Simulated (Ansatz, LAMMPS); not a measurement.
# Squeezing and shearing amorphous Si0.375Ge0.625 (72 atoms): runs compared

Aim: relax amorphous Si0.375Ge0.625 (72 atoms), then change its volume and shape to read moduli from the stress.

Computed with Ansatz 0.2.0: Kohn-Sham DFT, PBE, PAW (set soft_2), plane waves.

### Step 1. The cell as built

The cell holds 72 atoms: 27 Si and 45 Ge. Cell: a = 11.756 Å, b = 11.756 Å, c = 11.756 Å, α = 90.0°, β = 90.0°, γ = 90.0°. 72 atoms (27 Si, 45 Ge) placed at random at 4.12 g/cm³, melted at 3500 K for 10 ps at fixed volume with the Tersoff potential (Tersoff, Phys. Rev. B 39, 5566 (1989)). Quenched from 3500 K to 300 K at 20 K/ps and fixed volume, annealed at 800 K for 20 ps, held 5 ps, then minimised at fixed cell.

What the set-up can't give: The quench rate of 20 K/ps is orders of magnitude faster than experiment, which tends to freeze in extra defects. The starting topology of bonds comes from the classical model, and needn't be the one that DFT or experiment would give. Only the Γ point is sampled.

### Step 2. The reference run

The reference is a single point at the end of the relaxation.

Every strained cell starts from the geometry of this run, and its atoms are relaxed with the cell held.

Its input, with most atom lines left out:

```yaml
crystal:
  lattice:
    - [11.53934, -0.06342, 0.07175]
    - [-0.06342, 11.83017, 0.0366]
    - [0.07175, 0.0366, 12.03977]
  atoms:
    - { symbol: Si, position: [0.56167, 0.91952, 0.03418] }
    - { symbol: Si, position: [0.48898, 0.44553, 0.1227] }
    - { symbol: Si, position: [0.3661, 0.13905, 0.08824] }
    - { symbol: Si, position: [0.31806, 0.36569, 0.62029] }
    - { symbol: Si, position: [0.17791, 0.5863, 0.43554] }
    - { symbol: Si, position: [0.08328, 0.84707, 0.297] }
    - { symbol: Si, position: [0.41661, 0.8056, 0.62355] }
    [... atom lines 8 to 72 left out ...]
kpoints:
  mp_grid: { grid: [1, 1, 1] }
hamiltonian:
  xc: pbe
scf:
  occupations: { method: gaussian, width: 0.05 }
output:
  forces: true
  stress: true
  populations: true
  dos:
    method: { smearing: { sigma: 0.1 } }
    de: 0.1
    projected: { site_lists: { Ge: [Ge], Si: [Si] } }
  eigenvalues: true
  write_density: true
  write_potential: true
  volumetric_format: npy
```

| Item | Value |
| --- | --- |
| free energy per atom | -2922.5761 eV/atom |
| r.m.s. force component | 0.00603 eV/Å |
| pressure | 0.01068 GPa |

Filled and empty levels are parted by 0.390 eV (at Γ alone); a semilocal functional tends to put such gaps too low. In a disordered cell it changes from sample to sample, and tail or defect levels can set it.

### Step 3. The runs

Each row is one run, on 4 threads of AMD EPYC 9R14 (Zen 4), shared host. The free energy is the program's total, comparable only between runs with the same functional, potentials and atoms.

```tsv
run	atoms	outcome	ionic steps, all passes	free energy (eV)	time	host memory (GiB)
Single point at the start	72	converged	-	-210421.413	18 s	2.3
Cell and atoms relaxed	72	converged	25	-210425.482	4.1 min	2.4
Single point at the relaxed geometry	72	converged	-	-210425.482	21 s	2.4
Volume -3 %	72	converged	3	-210425.211	36 s	2.3
Volume +3 %	72	converged	3	-210425.248	40 s	2.5
Volume -6 %	72	converged	4	-210424.350	46 s	2.3
Volume +6 %	72	converged	6	-210424.597	80 s	2.5
Volume -10 %	72	converged	5	-210422.121	54 s	2.2
Stretched by 1 % along x	72	converged	2	-210425.434	26 s	2.4
Compressed by 1 % along x	72	converged	2	-210425.430	26 s	2.4
Sheared by 2 % in xy	72	converged	3	-210425.411	36 s	2.4
```

In some runs the program notes that the SCF threshold is loose for the stress.

### Step 4. Pressure against volume

Atoms are relaxed at each volume, in the scaled cell.

```tsv
volume change (%)	volume (Å³/atom)	energy change (meV/atom)	pressure (GPa)	largest move on relaxing (Å)	bonds	gap (eV)
-10	20.543	46.68	7.09	0.28	147	0.434
-6	21.456	15.72	3.85	0.16	146	0.415
-3	22.141	3.77	1.81	0.06	145	0.401
+0	22.826	0.00	0.01	-	145	0.390
+3	23.510	3.25	-1.51	0.07	145	0.375
+6	24.195	12.29	-2.74	0.24	145	0.345
```

### Step 5. Uniaxial strain and shear

Stress (GPa, compression positive) less that of the relaxed cell, atoms relaxed:

```tsv
strain	xx	yy	zz	xy	energy change (meV/atom)
stretched by 1 % along x	-1.010	-0.307	-0.324	0.010	0.67
compressed by 1 % along x	1.069	0.332	0.350	-0.023	0.71
sheared by 2 % in xy	0.028	-0.053	-0.047	-0.704	0.99
```

### Step 6. What came out

The bulk modulus, from the slope of pressure against ln V over the three points nearest the relaxed volume, is 55.3 GPa; a quadratic over all points gives a pressure derivative of about 4.4. The count of bonds runs from 145 to 147 over the series, so at some points contacts cross the cutoffs. The gap goes from 0.434 eV at the smallest volume to 0.345 eV at the largest, -0.5 eV per unit of ln V by a straight line, on the run's k-points. In the Cartesian axes of the cell, finite differences give C11 = 104, C12 = 31.9, C13 = 33.7 and C66 = 35.2 GPa (the shear of 2 % is the engineering strain, εxy = 0.01). The mean of C11, C12 and C13, which equals the bulk modulus in a cubic or isotropic solid, is 56.5 GPa: it agrees with the bulk modulus within 10 %. For an isotropic solid C66 would equal (C11 − C12)/2 = 36.0 GPa; so small a sample needn't be isotropic, and C66 rests on one shear. With the bulk modulus and C66 as K and G, Young's modulus would be about 87 GPa and Poisson's ratio 0.24.

**Limits.** Strains are finite and relaxations stop at the force tolerance of the input, which can leave moduli too stiff; they are those of a static cell at zero temperature. Volumes are changed with the cell's shape held, so in an anisotropic solid the modulus lies over the one under free hydrostatic load. The program notes that the SCF threshold of the relaxations is loose for the stress.

The DFT runs together took 11 min of wall time.

[Logs are printed without paths, hosts, clocks, repeated set-up lines and the standing remarks that a program may print on its own settings, such as how far it seeks lower states.]

[Hosts, paths, dates, database ids (printed as entryN), source tags and the programs' standing remarks are cut or masked in the printed files.]
